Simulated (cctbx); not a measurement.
## Reading a Patterson map

Space group Cm (no. 8), a = 10.6270 Å, b = 4.6390 Å, c = 10.6590 Å, α = 90.00°, β = 94.31°, γ = 90.00°, content Pb4 Ge2 Cu10 Ca8.

Simulated single-crystal data (cctbx): Mo Kα, λ = 0.71073 Å, to d = 0.8 Å, 50 % of the full sphere, strongest reflection 5000 counts, noise from counting, a 2 % proportional error and a noise floor of 8 counts (s.d.); no absorption, some extinction.

Patterson synthesis, origin scaled to 1000:

```text
Patterson group C 1 2/m 1
      u       v       w   height  length (A)
  0.000   0.000   0.000   1000.0     0.00
  0.000   0.500   0.500    792.9     5.81
  0.192   0.000   0.181    250.8     2.70
  0.190   0.500   0.687    240.2     4.65
  0.089   0.500   0.924    232.5     2.66
  0.091   0.000   0.421    203.1     4.52
  0.115   0.000   0.787    201.6     2.65
  0.115   0.500   0.289    165.0     3.97
  0.099   0.500   0.234    137.1     3.51
  0.099   0.000   0.738    129.6     3.06
  0.200   0.000   0.492    126.3     5.51
  0.202   0.500  -0.006    117.3     3.16
  0.244   0.000   0.907     72.4     2.85
  0.244   0.500   0.401     69.6     5.36
```

**Question.** Which atom pairs make the peaks, and where is the heaviest atom?

A peak at u stands for all pairs with xi − xj = u, with weight Σ ZiZj against Σ Z² = 40554 at the origin. Peak heights follow these weights only roughly, since form factors, motion and series ripples differ, all vectors within 0.55 Å of a peak are counted as merged into it though the farther ones add only part of their weight, and F(000) is left out, which lowers the whole map:

| u | v | w | shortest length (Å) | height | 1000 ΣZiZj/ΣZ² | pairs in the cell |
| --- | --- | --- | --- | --- | --- | --- |
| 0.000 | 0.500 | 0.500 | 5.81 | 793 | 1000 | 4 × Pb–Pb, 8 × Cu–Cu, 4 × Ge–Cu, 8 × Ca–Ca |
| 0.192 | 0.000 | 0.181 | 2.70 | 251 | 288 | 2 × Pb–Ge, 2 × Pb–Cu, 2 × Cu–Cu |
| 0.190 | 0.500 | 0.687 | 4.51 | 240 | 330 | 2 × Pb–Ge, 2 × Pb–Cu, 4 × Cu–Cu |
| 0.089 | 0.500 | 0.924 | 2.65 | 232 | 322 | 4 × Pb–Cu, 2 × Ge–Cu, 2 × Cu–Cu |
| 0.091 | 0.000 | 0.421 | 4.52 | 203 | 322 | 4 × Pb–Cu, 2 × Ge–Cu, 2 × Cu–Cu |
| 0.115 | 0.000 | 0.787 | 2.66 | 202 | 235 | 4 × Pb–Cu |
| 0.115 | 0.500 | 0.289 | 3.97 | 165 | 235 | 4 × Pb–Cu |
| 0.099 | 0.500 | 0.234 | 3.51 | 137 | 336 | 4 × Pb–Ca, 2 × Pb–Cu, 4 × Cu–Ca |
| 0.099 | 0.000 | 0.738 | 3.06 | 130 | 219 | 4 × Pb–Ca, 4 × Cu–Ca |
| 0.200 | 0.000 | 0.492 | 5.51 | 126 | 219 | 4 × Pb–Ca, 4 × Cu–Ca |

The table stops at ten peaks or at a height of 45, below which ripples compete. In the model behind the data Pb, the heaviest element, has 2 independent sites: (0.4871, 0, 0.8153) and (0.4857, 1/2, 0.3364), up to an allowed shift of origin; the Pb–Pb vectors are differences of these positions and their symmetry mates. The whole model:

| atom | mult. | x | y | z | Ueq (Å²) |
| --- | --- | --- | --- | --- | --- |
| Pb1 | 2 | 0.4871 | 0 | 0.8153 | 0.0066 |
| Pb2 | 2 | 0.4857 | 1/2 | 0.3364 | 0.0124 |
| Ge1 | 2 | 0.1752 | 0 | 0.5091 | 0.0060 |
| Cu1 | 2 | 0.0989 | 1/2 | 0.6083 | 0.0214 |
| Cu2 | 2 | 0.0963 | 0 | 0.1264 | 0.0094 |
| Cu3 | 2 | 0.4031 | 1/2 | 0.8904 | 0.0091 |
| Cu4 | 2 | 0.3854 | 0 | 0.3989 | 0.0134 |
| Cu5 | 2 | 0.1772 | 1/2 | 0.0034 | 0.0080 |
| Ca1 | 2 | 0.3938 | 1/2 | 0.6114 | 0.0133 |
| Ca2 | 2 | 0.3891 | 0 | 0.0987 | 0.0179 |
| Ca3 | 2 | 0.1896 | 0 | 0.8163 | 0.0157 |
| Ca4 | 2 | 0.1797 | 1/2 | 0.3109 | 0.0176 |

This is a model crystal, built by substitution and not relaxed, with assumed displacement parameters.

[Logs are printed without paths, hosts, clocks, repeated set-up lines and the standing remarks that a program may print on its own settings, such as how far it seeks lower states.]
